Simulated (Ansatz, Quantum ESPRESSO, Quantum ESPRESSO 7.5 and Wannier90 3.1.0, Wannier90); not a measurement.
## Ballistic channels from Wannier functions: zigzag Ir chain, bond 2.30 Å, width 0.8 Å

How many channels does the wire offer, and does a small Wannier basis get them right? The wire: zigzag Ir chain, bond 2.30 Å, width 0.8 Å.

Method: plane-wave DFT, PBE, GBRV ultrasoft pseudopotentials (cross-check by Ansatz 0.2.0 with PAW datasets), in Quantum ESPRESSO 7.5 and Wannier90 3.1.0.

Most raw output is cut from this account.

## 1. The starting structure

The cell holds 2 atoms: 2 Ir. Its edges and angles: a = 9.000 Å, b = 8.000 Å, c = 4.313 Å, α = 90.0°, β = 90.0°, γ = 90.0°. Vacuum lies along a and b. The structure's axis is c.

## 2. Ground state

File scf.in:

```
&control
  prefix = 'scf'
  outdir = './out'
  pseudo_dir = './pseudo'
  calculation = 'scf'
  tprnfor = .true.
/
&system
  ibrav = 0
  nat = 2
  ntyp = 1
  ecutwfc = 34
  ecutrho = 170
  occupations = 'smearing'
  smearing = 'mv'
  degauss = 0.005
/
&electrons
  conv_thr = 1e-07
  mixing_beta = 0.4
  electron_maxstep = 120
  mixing_mode = 'local-TF'
/
ATOMIC_SPECIES
  Ir  192.2170  ir_pbe_v1.2.uspp.F.UPF
CELL_PARAMETERS angstrom
  9.00000000000000 0.00000000000000 0.00000000000000
  0.00000000000000 8.00000000000000 0.00000000000000
  0.00000000000000 0.00000000000000 4.31277173056956
ATOMIC_POSITIONS crystal
  Ir  -0.044444444400 0.000000000000 0.000000000000
  Ir  0.044444444400 0.000000000000 0.500000000000
K_POINTS automatic
  1 1 16 0 0 0
```

Started as:

```console
$ OMP_NUM_THREADS=1 mpirun -n 2 pw.x -nk 1 -in scf.in > scf.out
```

Wall time 17 s (2 MPI ranks of Arm Neoverse V1, shared host); peak memory 0.45 GiB.

Numbers from this step:

- free energy: -4939.4971 eV
- Fermi energy: -2.687 eV

The program's own clock; routines nest. Time by routine:

```
     routine  wall time (s)  calls
       PWSCF          16.91      1
   electrons           15.8      1
     c_bands           8.09     12
     cegterg           7.68    108
       h_psi           6.18    417
        fftw           5.88  12338
    vloc_psi           5.42    417
    sum_band           3.55     12
        newd           2.22     13
     mix_rho           1.75     12
        ffts           0.93   1378
    init_run           0.69      1
      calbec           0.56    561
h_psi:calbec           0.37    417
```

The run needed 12 iterations to bring the estimated error under 1e-07 Ry; the largest force on any atom, held or free, is 1.25 eV/Å.

## 3. Full uniform mesh without symmetry

Wannier90 needs the states on a whole uniform mesh, listed point by point, without symmetry.

nscf.in is the input of step 2 with these lines changed:

```diff
@@ -1,7 +1,6 @@
 &control
-  prefix = 'scf'
+  prefix = 'nscf'
   outdir = './out'
   pseudo_dir = './pseudo'
-  calculation = 'scf'
-  tprnfor = .true.
+  calculation = 'nscf'
 /
@@ -16,5 +15,8 @@
   degauss = 0.005
+  nosym = .true.
+  noinv = .true.
+  nbnd = 39
 /
 &electrons
-  conv_thr = 1e-07
+  conv_thr = 1e-09
   mixing_beta = 0.4
@@ -22,2 +24,3 @@
   mixing_mode = 'local-TF'
+  diago_full_acc = .true.
 /
@@ -32,3 +35,11 @@
   Ir  0.044444444400 0.000000000000 0.500000000000
-K_POINTS automatic
-  1 1 16 0 0 0
+K_POINTS crystal
+8
+  0.0000000000 0.0000000000 0.0000000000 0.125
+  0.0000000000 0.0000000000 0.1250000000 0.125
+  0.0000000000 0.0000000000 0.2500000000 0.125
+  0.0000000000 0.0000000000 0.3750000000 0.125
+  0.0000000000 0.0000000000 0.5000000000 0.125
+  0.0000000000 0.0000000000 0.6250000000 0.125
+  0.0000000000 0.0000000000 0.7500000000 0.125
+  0.0000000000 0.0000000000 0.8750000000 0.125
```

Started as:

```console
$ cp -r out/scf.save out/nscf.save
$ cp out/scf.xml out/nscf.xml
$ OMP_NUM_THREADS=1 mpirun -n 2 pw.x -nk 1 -in nscf.in > nscf.out
```

It took 32 s on 2 MPI ranks; peak memory 0.19 GiB; 63 s of CPU time.

Read from the output:

| Quantity | Value |
| --- | --- |
| Fermi energy | -2.680 eV |

The program's own clock; routines nest. Time by routine:

```
     routine  wall time (s)  calls
       PWSCF          31.02      1
   electrons           30.5      1
     c_bands           30.5      1
     cegterg          29.97     35
       h_psi          18.11    650
    vloc_psi          16.09    650
        fftw          14.67  29636
     cdiaghg           1.07    615
h_psi:calbec              1    650
      calbec           0.99    650
  add_vuspsi           0.95    650
       s_psi           0.94    650
    init_run           0.38      1
       g_psi           0.21    607
```

## 4. Neighbour list from wannier90 -pp

The .win file sets projections and windows: states in the frozen window are kept exactly, the outer window gives room to disentangle.

File wan.win:

```
num_wann = 18
num_bands = 39
num_iter = 200
num_print_cycles = 20
conv_tol = 1e-8
conv_window = 5
guiding_centres = true
dis_num_iter = 1500
dis_conv_tol = 1e-8
dis_win_min = -13.6871
dis_win_max = 6.3129
dis_froz_max = -1.1871
search_shells = 120
fermi_energy = -2.6871

transport = true
transport_mode = bulk
one_dim_axis = z
dist_cutoff = 17.15
dist_cutoff_mode = one_dim
tran_win_min = -4.0
tran_win_max = 2.0
tran_energy_step = 0.02

bands_plot = true
bands_num_points = 96
begin kpoint_path
G 0.0 0.0 0.0 Z 0.0 0.0 0.5
end kpoint_path

begin projections
Ir:s;p;d
end projections

begin unit_cell_cart
ang
  9.0000000000 0.0000000000 0.0000000000
  0.0000000000 8.0000000000 0.0000000000
  0.0000000000 0.0000000000 4.3127717306
end unit_cell_cart

begin atoms_frac
  Ir -0.0444444444 0.0000000000 0.0000000000
  Ir 0.0444444444 0.0000000000 0.5000000000
end atoms_frac

mp_grid = 1 1 8
begin kpoints
  0.0 0.0 0.0000000000
  0.0 0.0 0.1250000000
  0.0 0.0 0.2500000000
  0.0 0.0 0.3750000000
  0.0 0.0 0.5000000000
  0.0 0.0 0.6250000000
  0.0 0.0 0.7500000000
  0.0 0.0 0.8750000000
end kpoints
```

Started as:

```console
$ OMP_NUM_THREADS=1 wannier90.x -pp wan > wan.pp.log
```

Elapsed: 0.46 s, on 1 MPI rank; peak memory 0.09 GiB.

## 5. Overlaps and projections

pw2wannier90.x computes the overlaps between neighbouring k-points and the projections.

File wan.p2w.in:

```
&inputpp
  prefix = 'nscf'
  outdir = './out'
  seedname = 'wan'
  write_mmn = .true.
  write_amn = .true.
  write_unk = .false.
/
```

Started as:

```console
$ OMP_NUM_THREADS=1 mpirun -n 2 pw2wannier90.x -in wan.p2w.in > wan.p2w.out
```

Elapsed: 8.3 s, on 2 MPI ranks; peak memory 0.19 GiB.

## 6. Localisation, bands and conductance

After disentangling and localising, transport_mode = bulk builds principal layers from hoppings within dist_cutoff and counts open channels.

wan.win is that of step 4.

Started as:

```console
$ OMP_NUM_THREADS=1 wannier90.x wan > wan.run.log
```

Wall time 9 s (1 MPI rank); peak memory 0.09 GiB.

Read from the output:

```
lead channels at the Fermi level, one spin                                        : 3.000
total spread                                                                      : 48.94 Å²
gauge-invariant spread                                                            : 35.33 Å²
largest misfit to plane-wave levels between mesh points, inside the frozen window : 0.01051 eV
```

Per spin. Quantum conductance of the perfect wire, open channels against energy, zero at the Fermi level:

```
energy (eV)  quantum conductance of the perfect wire, open channels
    -4.0000                                                       2
    -3.7600                                                       2
    -3.5000                                                       2
    -3.2600                                                       2
    -3.0000                                                       2
    -2.7600                                                       2
    -2.5000                                                       2
    -2.2600                                                    4.00
    -2.0000                                                       4
    -1.7600                                                       3
    -1.5000                                                    3.00
    -1.2600                                                       5
    -1.0200                                                    6.00
    -0.7600                                                    5.00
    -0.5000                                                       3
    -0.2600                                                       3
     0.0000                                                       3
     0.2400                                                       2
     0.5000                                                       2
     0.7400                                                       2
     1.0000                                                       2
     1.2400                                                       1
     1.5000                                                       1
     1.7400                                                       1
     2.0000                                                       1
```

Wannier functions:

```
no.    x (Å)     y (Å)      z (Å)  spread (Å²)
  1  -0.8931   0.09444      1.661        5.826
  2     -1.1     1.451      1.644         5.32
  3   -1.914   0.05448   -0.05403        3.831
  4  -0.9542   -0.9858    0.01569        4.319
  5  -0.3657    0.0374   -0.05707        1.205
  6  -0.5189  0.003904  -0.007107        1.143
  7  -0.3978  -0.02774    8.87e-4       0.9771
  8  -0.3829   0.04601  -0.002087        1.001
  9  -0.3569  -0.01432  -0.001563       0.9711
 10    1.581    0.1897      4.033          6.5
 11   0.7035    0.5119      3.615        4.361
 12    1.965   0.05056      2.115        3.795
 13    0.953    -0.815       2.15        4.392
 14   0.3681   0.03318      2.095        1.202
 15   0.5195   0.00383      2.148        1.141
 16   0.3975  -0.02432      2.159       0.9761
 17   0.3821   0.04235      2.154       0.9945
 18   0.3562  -0.01788      2.154       0.9804
```

Electronic bands along the path, in eV, zero at the Fermi level; # counts the bands kept:

```
  point     #6     #7     #8     #9    #10   #11   #12   #13
      Γ  -1.50  -1.38  -1.05  -0.91   0.04  1.20  2.31  2.93
halfway  -1.57  -1.04  -0.62   0.03   0.06  0.61  3.23  3.92
      Z  -1.17  -0.84  -0.84  -0.23  -0.23  1.67  1.67  5.93
```

Bands and channels are those of the Wannier model: bands that were not projected, and all outside the frozen window, are missing or only approximate.

## 7. Neighbour list from wannier90 -pp, with num_iter = 0

A sensitivity test on the input.

wan_w.win is the input of step 6 with these lines changed:

```diff
@@ -2,3 +2,3 @@
 num_bands = 39
-num_iter = 200
+num_iter = 0
 num_print_cycles = 20
```

Started as:

```console
$ OMP_NUM_THREADS=1 wannier90.x -pp wan_w > wan_w.pp.log
```

Wall time 0.45 s (1 MPI rank); peak memory 0.09 GiB.

## 8. Overlaps and projections

The follow-up step for that run.

File wan_w.p2w.in:

```
&inputpp
  prefix = 'nscf'
  outdir = './out'
  seedname = 'wan_w'
  write_mmn = .true.
  write_amn = .true.
  write_unk = .false.
/
```

Started as:

```console
$ OMP_NUM_THREADS=1 mpirun -n 2 pw2wannier90.x -in wan_w.p2w.in > wan_w.p2w.out
```

Elapsed: 8.4 s, on 2 MPI ranks; peak memory 0.19 GiB; 17 s of CPU time.

## 9. Localisation, bands and conductance, with num_iter = 0

How much does a setting matter? One run is repeated with a change.

wan_w.win is the input of step 6 with these lines changed:

```diff
@@ -2,3 +2,3 @@
 num_bands = 39
-num_iter = 200
+num_iter = 0
 num_print_cycles = 20
```

Started as:

```console
$ OMP_NUM_THREADS=1 wannier90.x wan_w > wan_w.run.log
```

Elapsed: 8.8 s, on 1 MPI rank; peak memory 0.09 GiB.

The total spread is 127 against 48.9 Å². Between −2 and 1.5 eV the channel count differs from the first run's at 1 % of the energies, and at the Fermi level it is 3 against 3.

## 10. Cross-check with Ansatz

As a check, the same structure is run in Ansatz.

Level of this step: plane-wave DFT, PBE, Ansatz PAW (Ansatz 0.2.0).

File input.yaml:

```yaml
crystal:
  lattice:
    - [9.0, 0.0, 0.0]
    - [0.0, 8.0, 0.0]
    - [0.0, 0.0, 4.3127717306]
  atoms:
    - { symbol: Ir, position: [-0.0444444444, 0.0, 0.0] }
    - { symbol: Ir, position: [0.0444444444, 0.0, 0.5] }
kpoints:
  mp_grid: { grid: [1, 1, 16] }
hamiltonian:
  xc: pbe
scf:
  occupations: { method: fermi_dirac, width: 0.05 }
  convergence: { dr2_threshold: 1.0e-08 }
output:
  transmission:
    leads: [[0, 0]]
    e_range: [-4.0, 2.0]
    de: 0.05
    kmesh: [1, 1]
    reduced_basis: true
```

Started as:

```console
$ ansatz run input.yaml --threads 2 --pin off --max-ram 4096MiB --backend cpu --events-out ev --progress --plain --runs-dir out
```

Elapsed: 38 s, on 2 threads; peak memory 0.52 GiB.

This step gave:

* free energy: -23863.8105 eV
* energy at zero smearing: -23863.7859 eV
* smearing term TS: 0.04927 eV
* Fermi energy: -2.644 eV
* symmetry operations: 8
* lead channels at the Fermi level, one spin: 3

Per spin. Table of open channels by energy, zero at the Fermi level:

```
energy (eV)  open channels
    -4.0000              1
    -3.7500              2
    -3.5000              2
    -3.2500              2
    -3.0000              2
    -2.7500              2
    -2.5000              2
    -2.2500              4
    -2.0000              4
    -1.7500              3
    -1.5000              3
    -1.2500              5
    -1.0000              6
    -0.7500              5
    -0.5000              3
    -0.2500              3
     0.0000              3
     0.2500              2
     0.5000              2
     0.7500              2
     1.0000              2
     1.2500              2
     1.5000              1
     1.7500              1
     2.0000              1
```

## 11. The arithmetic

3 channels × 77.48 µS = 232 µS, a two-terminal resistance of 12.906/3 = 4.30 kΩ whatever the wire's length, as long as nothing scatters.

## 12. What came out

```
open channels at the Fermi level, per spin : 3
total spread                               : 48.9 Å²
gauge-invariant spread                     : 35.3 Å²
largest band misfit in the frozen window   : 0.0105 eV
channels at the Fermi level by Ansatz      : 3
```

In words: The wire offers 3 channels per spin at the Fermi level. Between -4 and 1.5 eV the channel count from Wannier functions equals that from Ansatz's layer matching at 91 % of the energies; outside the frozen window the Wannier bands are not held to the plane-wave ones. A band edge of the lead lies within 0.06 eV of the Fermi level, so the channel count there hangs on small shifts and on temperature. Each plane-wave level in the frozen window has a Wannier level within 0.02 eV; this test doesn't see extra bands that a model may add. The wire is perfect, so the conductance only counts bands: each channel, with its partner of the other spin, carries G₀ = 2e²/h. It was run without spin polarisation, which was not tested. It is as built, with forces up to 1.3 eV/Å; relaxing the bonds would move the band edges. Spin-orbit coupling is left out; depending on the atoms that carry the levels of interest, it can split and shift them by tenths of an eV to an eV or more.

[Logs are printed without paths, hosts, clocks, repeated set-up lines and the standing remarks that a program may print on its own settings, such as how far it seeks lower states.]

[Hosts, paths, dates, database ids (printed as entryN), source tags and the programs' standing remarks are cut or masked in the printed files.]

[Maps of the electrostatic potential energy from Ansatz leave out the sawtooth potential of an applied field or a dipole correction, so their vacuum need not be flat; planar profiles and work functions include it.]
